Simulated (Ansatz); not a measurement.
**ZrSnGe in the AlB2 type: lattice stability ahead of a resistivity run**

Question: is the lattice of ZrSnGe in the AlB2 type stable, and if so, what are its coupling constant and resistivity?

Program: Ansatz 0.2.0. Level of theory: DFT PBE, scalar-relativistic, plane waves, PAW; PAW set soft_1. Results are calculated unless marked as measured.

The structure was built from a prototype and need not be the compound's stable phase.

### Step 1. Set-up

It takes space group P-6m2 (No. 187, hexagonal). Conventional cell: a = 4.311 Å, b = 4.311 Å, c = 4.526 Å, α = 90.00°, β = 90.00°, γ = 120.00°. Nearest to Zr lie 6 Sn at 3.36 Å and 6 Ge at 3.36 Å. Nearest to Ge lie 3 Sn at 2.49 Å and 6 Zr at 3.36 Å. Sn has 3 Ge at 2.49 Å and 6 Zr at 3.36 Å nearest. Farther neighbours are not listed.

### Step 2. Relaxing cell and atoms

Lattice constant and positions set the bands and the force constants, so the cell is relaxed first.

input.yaml

```yaml
crystal:
  lattice:
    - [4.31081, 0.0, 0.0]
    - [-2.15541, 3.73327, 0.0]
    - [0.0, 0.0, 4.52636]
  atoms:
    - { symbol: Zr, position: [0.0, 0.0, 0.0] }
    - { symbol: Ge, position: [0.33333333, 0.66666667, 0.5] }
    - { symbol: Sn, position: [0.66666667, 0.33333333, 0.5] }
kpoints:
  mp_grid: { grid: [9, 9, 6] }
hamiltonian:
  xc: pbe
  pseudopotentials: { kind: paw, azcp: { folder: soft_1 } }
scf:
  occupations: { method: gaussian, width: 0.1 }
output:
  forces: true
  stress: true
  eigenvalues: true
relax:
  adjacent_minimum: "off"
  f_tol: 0.005
  max_steps: 80
  cell: { stress_tol: 0.05 }
```

Command:

```
$ ansatz run input.yaml --threads 4 --pin off --max-ram 12288MiB --backend cpu --events-out ev --progress --plain --runs-dir out
```

Numbers of over 12 decimals in the logs are rounded to 6 here.

What it wrote:

```text
Engine: ansatz 0.2.0, x86_64-unknown-linux-gnu
Pseudopotentials: kind: paw
Pseudopotential: Zr, paw, valence charge 12, recommended cutoff 420 eV (normal), soft_1/Zr.paw.azcp
Pseudopotential: Ge, paw, valence charge 14, recommended cutoff 420 eV (normal), soft_1/Ge.paw.azcp
Pseudopotential: Sn, paw, valence charge 14, recommended cutoff 420 eV (normal), soft_1/Sn.paw.azcp
Functional definition: PBE
  parameter kappa = 0.804
  parameter beta = 0.066725
  exchange = pbe_x(kappa = kappa, mu = beta*pi^2/3)
  correlation = pbe_c(beta = beta)
Crystal: 3 atoms, lattice volume = 72.845 Å³
Basis set: ecut = 420 eV, 1449 PW (Γ), exchange–correlation on 60×60×64 points (8 copies of the dense FFT grid, shifted against one another)
Bands: 24, of which v1, the nominal top of the filled ones, is band 20 counted from 1 (19 counted from 0)
Symmetry: 12 space group operations
Space group: P-6m2 (ITA 187), of the structure as read, at distance tolerance 4.2e-5 Å
k-points: 48 of 486 (time reversal used)
Non-local potential: Zr, projectors of the file, l = 0: 3, l = 1: 2, l = 2: 2, l = 3: 1
Non-local potential: Ge, projectors of the file, l = 0: 2, l = 1: 2, l = 2: 3, l = 3: 1
Non-local potential: Sn, projectors of the file, l = 0: 2, l = 1: 2, l = 2: 2, l = 3: 1
PAW form: soft (Blöchl's): semilocal exchange-correlation on the pseudo side does not see the compensation charge
PAW one-centre angular grid: Zr, 590 points (default); XC on 64 Gauss nodes
PAW one-centre angular grid: Ge, 590 points (default); XC on 64 Gauss nodes
PAW one-centre angular grid: Sn, 590 points (default); XC on 64 Gauss nodes
Initial density: superposition of atomic densities (chi_scale 0.1, normalization cell, long waves kept (reshape's long-wave potential 0.00 eV rms))
Initial wavefunctions: pseudopotential atomic-orbital guess
Functional: x = pbe(κ = 0.804, μ = 0.219515), c = pbe(β = 0.066725)
SCF iter   1: F=—  HF=-14502.077459 eV  |F-HF|=—  |Δ(HF+E_count)|=         —  Δρ=3.62e-2  dr2=2.11e0  ethr=3.10e-3  ⟨swp⟩=6.0  Hψ=5374  notcnv=0
preconditioner: auto → Kerker (q_TF=auto, 2.469 Å⁻¹)  [metal: Δε(μ)=0.010 eV  Ē_g=16.020 eV  σ=0.100 eV  W_gap=0.06  n_scr=20 (ndim 8)  ℏωp=24.6 eV  f_vac=0.000  D(μ)=3.44/eV (n_scr^D=28)]
SCF iter   2: F=—  HF=-14501.686892 eV  |F-HF|=—  |Δ(HF+E_count)|=   3.91e-1  Δρ=1.45e-2  dr2=1.96e-1  ethr=3.10e-3  ⟨swp⟩=6.2  Hψ=8771  notcnv=0
automatic band count: the SCF goes on with 28 bands, as 24 were too few: the levels above may hold too much charge
SCF iter   3: F=—  HF=-14501.642794 eV  |F-HF|=—  |Δ(HF+E_count)|=   4.41e-2  Δρ=7.28e-3  dr2=4.28e-2  ethr=4.91e-4  ⟨swp⟩=2.8  Hψ=2483  notcnv=0  defer=84
SCF iter   4: F=—  HF=-14501.633773 eV  |F-HF|=—  |Δ(HF+E_count)|=   9.02e-3  Δρ=2.19e-3  dr2=2.96e-3  ethr=1.07e-4  ⟨swp⟩=2.0  Hψ=2308  notcnv=0  defer=84
SCF iter   5: F=—  HF=-14501.632086 eV  |F-HF|=—  |Δ(HF+E_count)|=   1.69e-3  Δρ=6.67e-4  dr2=2.47e-4  ethr=7.39e-6  ⟨swp⟩=2.0  Hψ=2015  notcnv=0  defer=84
SCF iter   6: F=—  HF=-14501.632074 eV  |F-HF|=—  |Δ(HF+E_count)|=   1.29e-5  Δρ=1.26e-4  dr2=1.48e-5  ethr=6.18e-7  ⟨swp⟩=3.0  Hψ=2260  notcnv=0  defer=84
SCF iter   7: F=—  HF=-14501.632072 eV  |F-HF|=—  |Δ(HF+E_count)|=   1.58e-6  Δρ=3.69e-5  dr2=1.25e-6  ethr=3.71e-8  ⟨swp⟩=2.0  Hψ=1794  notcnv=0  defer=84
SCF iter   8: F=—  HF=-14501.632072 eV  |F-HF|=—  |Δ(HF+E_count)|=   1.25e-7  Δρ=1.06e-5  dr2=1.45e-7  ethr=3.13e-9  ⟨swp⟩=2.0  Hψ=2013  notcnv=0  defer=84
SCF iter   9: F=-14501.632072 eV  HF=-14501.632072 eV  |F-HF|=1.45e-8  |Δ(HF+E_count)|=   1.96e-8  Δρ=3.81e-6  dr2=2.24e-8  ethr=2.50e-10  ⟨swp⟩=9.6  Hψ=5415  notcnv=0
SCF 1 converged in 9 iterations: F = -14501.632072 eV  dr2 = 2.24e-8
  greatest PAW one-centre occupation: 0.998 electrons in one spin orbital (limit 2), on the Ge atom at site 1 (counted from 0), in its partial waves of l = 2
relax step   1: F+E_penalty+E_count = -14501.63207180 eV  Δ(F+E_penalty+E_count) = +0.000e0 eV  max|allowed force component| = 2.035e-16 eV/Å  Δτ_max = 0.0000 Å  P = +1.289 GPa  Ω = 72.845 Å³  (9 SCF iters, dr2 threshold 1.00e-7 eV, accepted)
Crystal: 3 atoms, lattice volume = 72.588 Å³
Basis set: ecut = 420 eV, 1461 PW (Γ), exchange–correlation on 60×60×64 points (8 copies of the dense FFT grid, shifted against one another)
Bands: 28, of which v1, the nominal top of the filled ones, is band 20 counted from 1 (19 counted from 0)
Initial density: handed on by an earlier stage of this run
Initial wavefunctions: those handed on with the density
iter 1 solved again at ethr=2.66e-5 eV; its pass at ethr=3.10e-3 eV (dr2=1.06e-2 eV) is discarded
SCF iter   1: F=—  HF=-14502.117511 eV  |F-HF|=—  |Δ(HF+E_count)|=         —  Δρ=3.26e-3  dr2=1.08e-2  ethr=2.66e-5  ⟨swp⟩=1.7  Hψ=7893  notcnv=0
preconditioner: auto → Kerker (q_TF=auto, 2.470 Å⁻¹)  [metal: Δε(μ)=0.045 eV  Ē_g=7.220 eV  σ=0.100 eV  W_gap=0.25  n_scr=20 (ndim 8)  ℏωp=15.1 eV  f_vac=0.000  D(μ)=2.65/eV (n_scr^D=20)]
SCF iter   2: F=—  HF=-14502.116128 eV  |F-HF|=—  |Δ(HF+E_count)|=   1.38e-3  Δρ=2.10e-3  dr2=4.93e-3  ethr=2.66e-5  ⟨swp⟩=1.0  Hψ=1344  notcnv=0
SCF iter   3: F=—  HF=-14502.114891 eV  |F-HF|=—  |Δ(HF+E_count)|=   1.24e-3  Δρ=3.68e-4  dr2=1.72e-4  ethr=1.23e-5  ⟨swp⟩=2.0  Hψ=1540  notcnv=0
SCF iter   4: F=—  HF=-14502.114842 eV  |F-HF|=—  |Δ(HF+E_count)|=   4.86e-5  Δρ=1.84e-4  dr2=3.83e-5  ethr=4.30e-7  ⟨swp⟩=2.1  Hψ=2088  notcnv=0
SCF iter   5: F=—  HF=-14502.114837 eV  |F-HF|=—  |Δ(HF+E_count)|=   5.42e-6  Δρ=7.50e-5  dr2=6.66e-6  ethr=9.57e-8  ⟨swp⟩=2.0  Hψ=2087  notcnv=0
SCF iter   6: F=—  HF=-14502.114833 eV  |F-HF|=—  |Δ(HF+E_count)|=   3.56e-6  Δρ=2.89e-5  dr2=6.56e-7  ethr=1.66e-8  ⟨swp⟩=2.0  Hψ=2119  notcnv=0
SCF iter   7: F=-14502.114833 eV  HF=-14502.114833 eV  |F-HF|=1.97e-9  |Δ(HF+E_count)|=   7.33e-8  Δρ=6.78e-6  dr2=3.56e-8  ethr=7.50e-10  ⟨swp⟩=6.7  Hψ=5668  notcnv=0
SCF 2 converged in 7 iterations: F = -14502.114833 eV  dr2 = 3.56e-8
relax step   2: F+E_penalty+E_count = -14502.11483340 eV  Δ(F+E_penalty+E_count) = -4.828e-1 eV  max|allowed force component| = 1.527e-16 eV/Å  Δτ_max = 0.0000 Å  P = -0.737 GPa  Ω = 72.588 Å³  energy of the carried Pulay correction = -2.858e-5 eV  (7 SCF iters, dr2 threshold 3.00e-7 eV, accepted)
Crystal: 3 atoms, lattice volume = 70.657 Å³
Basis set: ecut = 420 eV, 1387 PW (Γ), exchange–correlation on 60×60×64 points (8 copies of the dense FFT grid, shifted against one another)
iter 1 solved again at ethr=2.56e-5 eV; its pass at ethr=3.10e-3 eV (dr2=1.02e-2 eV) is discarded
SCF iter   1: F=—  HF=-14502.445431 eV  |F-HF|=—  |Δ(HF+E_count)|=         —  Δρ=2.82e-3  dr2=1.07e-2  ethr=2.56e-5  ⟨swp⟩=1.7  Hψ=8101  notcnv=0
[...]
[... from here on, the SCF cycles and remarks between the steps are left out ...]
relax step   4: F+E_penalty+E_count = -14502.69455478 eV  Δ(F+E_penalty+E_count) = -2.523e-1 eV  max|allowed force component| = 1.972e-16 eV/Å  Δτ_max = 0.0000 Å  P = -0.015 GPa  Ω = 68.735 Å³  energy of the carried Pulay correction = +3.342e-4 eV  (7 SCF iters, dr2 threshold 3.00e-7 eV, accepted)
relax step   5: F+E_penalty+E_count = -14502.85871018 eV  Δ(F+E_penalty+E_count) = -1.642e-1 eV  max|allowed force component| = 4.009e-16 eV/Å  Δτ_max = 0.0000 Å  P = +0.639 GPa  Ω = 66.958 Å³  energy of the carried Pulay correction = +5.059e-4 eV  (7 SCF iters, dr2 threshold 3.00e-7 eV, accepted)
relax step   6: F+E_penalty+E_count = -14502.99866991 eV  Δ(F+E_penalty+E_count) = -1.400e-1 eV  max|allowed force component| = 2.066e-16 eV/Å  Δτ_max = 0.0000 Å  P = +1.352 GPa  Ω = 65.703 Å³  energy of the carried Pulay correction = +6.137e-4 eV  (7 SCF iters, dr2 threshold 3.00e-7 eV, accepted)
relax step   7: F+E_penalty+E_count = -14503.22911268 eV  Δ(F+E_penalty+E_count) = -2.304e-1 eV  max|allowed force component| = 2.344e-16 eV/Å  Δτ_max = 0.0000 Å  P = +1.646 GPa  Ω = 64.290 Å³  energy of the carried Pulay correction = +7.445e-4 eV  (7 SCF iters, dr2 threshold 3.00e-7 eV, accepted)
relax step   8: F+E_penalty+E_count = -14503.40760764 eV  Δ(F+E_penalty+E_count) = -1.785e-1 eV  max|allowed force component| = 1.696e-16 eV/Å  Δτ_max = 0.0000 Å  P = +0.689 GPa  Ω = 63.611 Å³  energy of the carried Pulay correction = +7.749e-4 eV  (7 SCF iters, dr2 threshold 3.00e-7 eV, accepted)
relax step   9: F+E_penalty+E_count = -14503.31652501 eV  Δ(F+E_penalty+E_count) = +9.108e-2 eV  max|allowed force component| = 7.093e-17 eV/Å  Δτ_max = 0.0000 Å  P = +4.411 GPa  Ω = 61.492 Å³  energy of the carried Pulay correction = +1.009e-3 eV  (8 SCF iters, dr2 threshold 3.00e-7 eV, rejected (line search))
relax step  10: F+E_penalty+E_count = -14503.42243222 eV  Δ(F+E_penalty+E_count) = -1.482e-2 eV  max|allowed force component| = 2.066e-16 eV/Å  Δτ_max = 0.0000 Å  P = -1.881 GPa  Ω = 65.496 Å³  energy of the carried Pulay correction = +5.036e-4 eV  (11 SCF iters, accepted)
relax step  11: F+E_penalty+E_count = -14503.43166422 eV  Δ(F+E_penalty+E_count) = -9.232e-3 eV  max|allowed force component| = 1.449e-16 eV/Å  Δτ_max = 0.0000 Å  P = +0.343 GPa  Ω = 63.726 Å³  energy of the carried Pulay correction = +7.362e-4 eV  (6 SCF iters, dr2 threshold 3.00e-7 eV, accepted)
relax step  12: F+E_penalty+E_count = -14503.43201926 eV  Δ(F+E_penalty+E_count) = -3.550e-4 eV  max|allowed force component| = 2.228e-16 eV/Å  Δτ_max = 0.0000 Å  P = +0.012 GPa  Ω = 63.971 Å³  energy of the carried Pulay correction = +7.045e-4 eV  (5 SCF iters, dr2 threshold 3.00e-7 eV, accepted)
relax step  13: F+E_penalty+E_count = -14503.44251899 eV  Δ(F+E_penalty+E_count) = -1.050e-2 eV  max|allowed force component| = 2.190e-16 eV/Å  Δτ_max = 0.0000 Å  P = +0.277 GPa  Ω = 63.971 Å³  stress off target by 4.11e-1 GPa  SCF on the basis re-selected at this cell (its energy is not comparable with the rows above)  (7 SCF iters)
relax step  14: F+E_penalty+E_count = -14503.44283663 eV  Δ(F+E_penalty+E_count) = -3.176e-4 eV  max|allowed force component| = 1.434e-16 eV/Å  Δτ_max = 0.0000 Å  P = +0.019 GPa  Ω = 64.177 Å³  energy of the carried Pulay correction = -2.200e-5 eV  (4 SCF iters, dr2 threshold 3.00e-7 eV, accepted)
iter 1 solved again at ethr=5.56e-8 eV; its pass at ethr=3.10e-3 eV (dr2=2.22e-5 eV) is discarded
SCF iter   1: F=—  HF=-14503.442844 eV  |F-HF|=—  |Δ(HF+E_count)|=         —  Δρ=1.54e-5  dr2=1.47e-7  ethr=5.56e-8  ⟨swp⟩=3.2  Hψ=9880  notcnv=0
preconditioner: auto → Kerker (q_TF=auto, 2.522 Å⁻¹)  [metal: Δε(μ)=0.072 eV  Ē_g=21.303 eV  σ=0.100 eV  W_gap=0.37  n_scr=14 (ndim 8)  ℏωp=28.6 eV  f_vac=0.000  D(μ)=3.01/eV (n_scr^D=32)]
SCF iter   2: F=—  HF=-14503.442862 eV  |F-HF|=—  |Δ(HF+E_count)|=   1.85e-5  Δρ=9.08e-6  dr2=6.26e-8  ethr=3.68e-10  ⟨swp⟩=2.0  Hψ=2119  notcnv=0
SCF iter   3: F=—  HF=-14503.442862 eV  |F-HF|=—  |Δ(HF+E_count)|=   4.22e-9  Δρ=5.87e-6  dr2=2.73e-8  ethr=1.56e-10  ⟨swp⟩=1.0  Hψ=1344  notcnv=0
SCF iter   4: F=—  HF=-14503.442862 eV  |F-HF|=—  |Δ(HF+E_count)|=   4.33e-9  Δρ=5.36e-7  dr2=1.58e-10  ethr=6.82e-11  ⟨swp⟩=2.0  Hψ=1620  notcnv=0
SCF iter   5: F=-14503.442862 eV  HF=-14503.442862 eV  |F-HF|=0.00e0  |Δ(HF+E_count)|=  9.46e-11  Δρ=1.74e-7  dr2=1.66e-11  ethr=1.00e-12  ⟨swp⟩=6.6  Hψ=5926  notcnv=0
SCF 15 converged in 5 iterations: F = -14503.442862 eV  dr2 = 1.66e-11
relax step  15: F+E_penalty+E_count = -14503.44286201 eV  Δ(F+E_penalty+E_count) = -2.538e-5 eV  max|allowed force component| = 1.403e-16 eV/Å  Δτ_max = 0.0000 Å  P = +0.019 GPa  Ω = 64.177 Å³  stress off target by 2.69e-2 GPa  SCF on the basis re-selected at this cell (its energy is not comparable with the rows above)  (5 SCF iters)
basis re-selected at this cell: Δ(F+E_penalty+E_count) = -2.538e-5 eV, ΔP = +0.000 GPa vs the last step (what re-selecting the basis moved, of the pressure what is left beyond the Pulay correction that the steps carried, after the strain that the cell walked since its last selection, with what the two solves' SCF thresholds leave and, on support functions, any second-order correction that the steps lacked; it is no m [...]
SCF converged after 5 iterations
Free energy (F): -14503.442862 eV
Harris-Foulkes:  -14503.442862 eV  (|F-HF|=0.00e0)
Internal energy: -14503.427793 eV  (E = F + TS)
E sigma→0 (E₀):  -14503.435328 eV
Entropy (-TS):   -0.015069 eV (-5.023 meV/atom)
Fermi energy:    13.234363 eV
--- Per-component energies (eV) ---
  E_band       = -239.705448
  E_kinetic    = 577.543723
  E_local      = -3428.413393  (includes V_loc(G=0)·N_el)
  E_nonlocal   = 435.863554
  E_hartree    = 1605.340111
  E_xc         = -353.024483
  E_vxc        = -329.307911  (∫ρ·V_xc dr)
  E_paw        = -9345.002346  (= ΣΔE_a)
  E_vpaw       = -706.072028  (= ΣTr[D̂ρ^β])
  E_aug_tail   = 0.000291  (compensation charges beyond the density's cutoff)
  E_ewald      = -3995.735250
  E_smearing   = -0.015069  (= −TS)
  E_closure    = 0.000000  (closes the sum)
  Σ components = -14503.442862   (vs F -14503.442862, Δ=0.00e0)
--- Forces (eV/Å), atoms counted from 1 ---
  atom   1  Zr    -0.00000000     0.00000000    -0.00000000
  atom   2  Ge     0.00000000     0.00000000    -0.00000000
  atom   3  Sn     0.00000000    -0.00000000     0.00000000
  max |Σ_I F_I| component: 3.24e-17 eV/Å
--- Stress (GPa, compression-positive) ---
        0.026887       0.000000       0.000000
        0.000000       0.026887       0.000000
       -0.000000       0.000000       0.003466
  P = ⅓ Tr σ = 0.0191 GPa (0.191 kbar)
--- Band table (eV; the first three rows and the last of 48) ---
  k-point 0: bands = [... 16 lower, 9.0678, 9.0678, 11.6216, 13.0809, 13.0809, 16.8113, 16.8113, 17.2185, ... 4 higher]
  k-point 1: bands = [... 16 lower, 9.5593, 9.5593, 12.4679, 12.6965, 12.6965, 15.1617, 16.7849, 16.7849, ... 4 higher]
  k-point 2: bands = [... 16 lower, 10.2910, 10.9593, 10.9593, 11.8432, 11.8432, 15.3200, 15.5796, 15.5796, ... 4 higher]
  k-point 47: bands = [... 16 lower, 9.4488, 9.6778, 10.9696, 12.9826, 13.6903, 13.7174, 15.2379, 15.3232, ... 4 higher]
--- Relaxed structure (13 steps of the walk, 12 accepted, 2 SCFs on fresh bases) ---
  F+E_penalty+E_count = -14503.44286201 eV   max|allowed force component| = 1.403e-16 eV/Å   (the final SCF, on the basis selected at the relaxed cell)
  cell:  # Å, volume = 64.1771 Å³
    - [5.032320, 3.36991392872093e-6, 0]
    - [-2.516163, 4.358115, 1.285805271906263e-17]
    - [0, 1.5589601191238656e-17, 2.926260]
  atoms:
    - { symbol: Zr, position: [0, 0, 0] }
    - { symbol: Ge, position: [0.333333, 0.666667, 0.500000] }
    - { symbol: Sn, position: [0.666667, 0.333333, 0.500000] }
```

Wall time 40 s (4 threads of Intel Xeon 6975P-C (Granite Rapids), shared host); peak memory 0.56 GiB.

The steps of the relaxation:

```
step  energy less that of the first step (eV)  largest force component (eV/Å)  pressure (GPa)  volume (Å³)
   1                                   0.0000                          0.0000            1.29        72.84
   2                                  -0.4828                          0.0000           -0.74        72.59
   3                                  -0.8102                          0.0000           -0.51        70.66
   4                                  -1.0625                          0.0000           -0.01        68.73
   5                                  -1.2266                          0.0000            0.64        66.96
   6                                  -1.3666                          0.0000            1.35        65.70
   7                                  -1.5970                          0.0000            1.65        64.29
   8                                  -1.7755                          0.0000            0.69        63.61
   9                                  -1.6845                          0.0000            4.41        61.49
  10                                  -1.7904                          0.0000           -1.88        65.50
  11                                  -1.7996                          0.0000            0.34        63.73
  12                                  -1.7999                          0.0000            0.01        63.97
 13*                                  -1.8104                          0.0000            0.28        63.97
  14                                  -1.8108                          0.0000            0.02        64.18
 15*                                  -1.8108                          0.0000            0.02        64.18
```

Relaxation steps marked * repeat the geometry before them on a plane-wave basis chosen anew for their cell, so energy and pressure can jump there. Relaxation step 9 was tried and not accepted.

Forces are held to the 12 operations that the run works with; a distortion that breaks them can't arise in this run.

```
     cell as run  before  after   change
           a (Å)   4.311  5.032  +16.7 %
           b (Å)   4.311  5.032  +16.7 %
           c (Å)   4.526  2.926  -35.4 %
volume (Å³/atom)   24.28  21.39  -11.9 %
```

Final coordinates:

```xyz
3
Lattice="5.0323 0.0000 0.0000 -2.5162 4.3581 0.0000 0.0000 0.0000 2.9263" Properties=species:S:1:pos:R:3 pbc="T T T"
Zr    0.0000    0.0000    0.0000
Ge    0.0000    2.9054    1.4631
Sn    2.5162    1.4527    1.4631
```

Numbers from this step:

| Property | Result |
| --- | --- |
| pressure | 0.01908 GPa |
| volume per atom | 21.39 Å³/atom |
| metallic on mesh | yes |
| gap on the k-mesh | 0 eV |

The largest force is now zero by symmetry and the largest stress component 0.027 GPa.

### Step 3. Relaxing cell and atoms

The relaxation is repeated from the new cell as a check.

input.yaml, the sections that differ from step 2:

```yaml
crystal:
  lattice:
    - [5.0323200836, 3.3699e-06, 0.0]
    - [-2.5161629602, 4.3581153474, 0.0]
    - [0.0, 0.0, 2.9262602697]
  atoms:
    - { symbol: Zr, position: [0.0, 0.0, 0.0] }
    - { symbol: Ge, position: [0.3333333333, 0.6666666667, 0.5] }
    - { symbol: Sn, position: [0.6666666667, 0.3333333333, 0.5] }
kpoints:
  mp_grid: { grid: [9, 9, 10] }
# hamiltonian, scf, output, relax: as in step 2
```

What it wrote:

```text
[the first part of the log is left out]
  E_vxc        = -329.321056  (∫ρ·V_xc dr)
  E_paw        = -9344.598766  (= ΣΔE_a)
  E_vpaw       = -705.401305  (= ΣTr[D̂ρ^β])
  E_aug_tail   = 0.000294  (compensation charges beyond the density's cutoff)
  E_ewald      = -3993.150899
  E_smearing   = -0.008532  (= −TS)
  E_closure    = -0.000000  (closes the sum)
  Σ components = -14503.491893   (vs F -14503.491893, Δ=0.00e0)
[...]
--- Stress (GPa, compression-positive) ---
       -0.001992       0.000000       0.000000
        0.000000      -0.001992      -0.000000
        0.000000      -0.000000       0.001465
  P = ⅓ Tr σ = -0.0008 GPa (-0.008 kbar)
--- Band table (eV; the first three rows and the last of 72) ---
[...]
--- Relaxed structure (4 steps of the walk, 4 accepted, 1 SCFs on fresh bases) ---
[...]
cell:  # Å, volume = 64.3102 Å³
    - [5.017101, 3.3596978473577754e-6, -4.784232888813764e-19]
    - [-2.508554, 4.344936, 2.3921192189424344e-19]
    - [-2.7819992351417164e-19, 0, 2.950145]
  atoms:
    - { symbol: Zr, position: [0, 0, 0] }
    - { symbol: Ge, position: [0.333333, 0.666667, 0.5] }
    - { symbol: Sn, position: [0.666667, 0.333333, 0.5] }
```

Run time: 12 s. Hardware: 4 threads; peak memory 0.55 GiB; 47 s of CPU time.

The steps of the relaxation:

```
step  energy less that of the first step (eV)  largest force component (eV/Å)  pressure (GPa)  volume (Å³)
   1                                   0.0000                          0.0000            0.22        64.18
   2                                  -0.0020                          0.0000           -0.22        64.47
   3                                  -0.0021                          0.0000            0.10        64.23
   4                                  -0.0021                          0.0000            0.00        64.31
   5                                  -0.0022                          0.0000            0.00        64.31
```

The log counts 1 steps on a newly chosen plane-wave basis, not all of them marked here; energy and pressure can jump at such steps.

```
conventional cell, symmetrised  before  after  change
                         a (Å)   5.032  5.017  -0.3 %
                         b (Å)   5.032  5.017  -0.3 %
                         c (Å)   2.926  2.950  +0.8 %
              volume (Å³/atom)   21.39  21.44  +0.2 %
```

The relaxed structure:

```
Zr Ge Sn
1.0
     5.01710    0.00000    0.00000
    -2.50855    4.34494    0.00000
     0.00000    0.00000    2.95014
Zr Ge Sn
1 1 1
Direct
  0.00000 0.00000 0.00000
  0.33333 0.66667 0.50000
  0.66667 0.33333 0.50000
```

Numbers from this step:

* pressure: -8.39e-4 GPa
* volume per atom: 21.44 Å³/atom

The largest force is now zero by symmetry and the largest stress component 0.0020 GPa.

(Part 1 of 3 ends here.)

[Logs are printed without paths, hosts, clocks, repeated set-up lines and the standing remarks that a program may print on its own settings, such as how far it seeks lower states.]

[Hosts, paths, dates, database ids (printed as entryN), source tags and the programs' standing remarks are cut or masked in the printed files.]
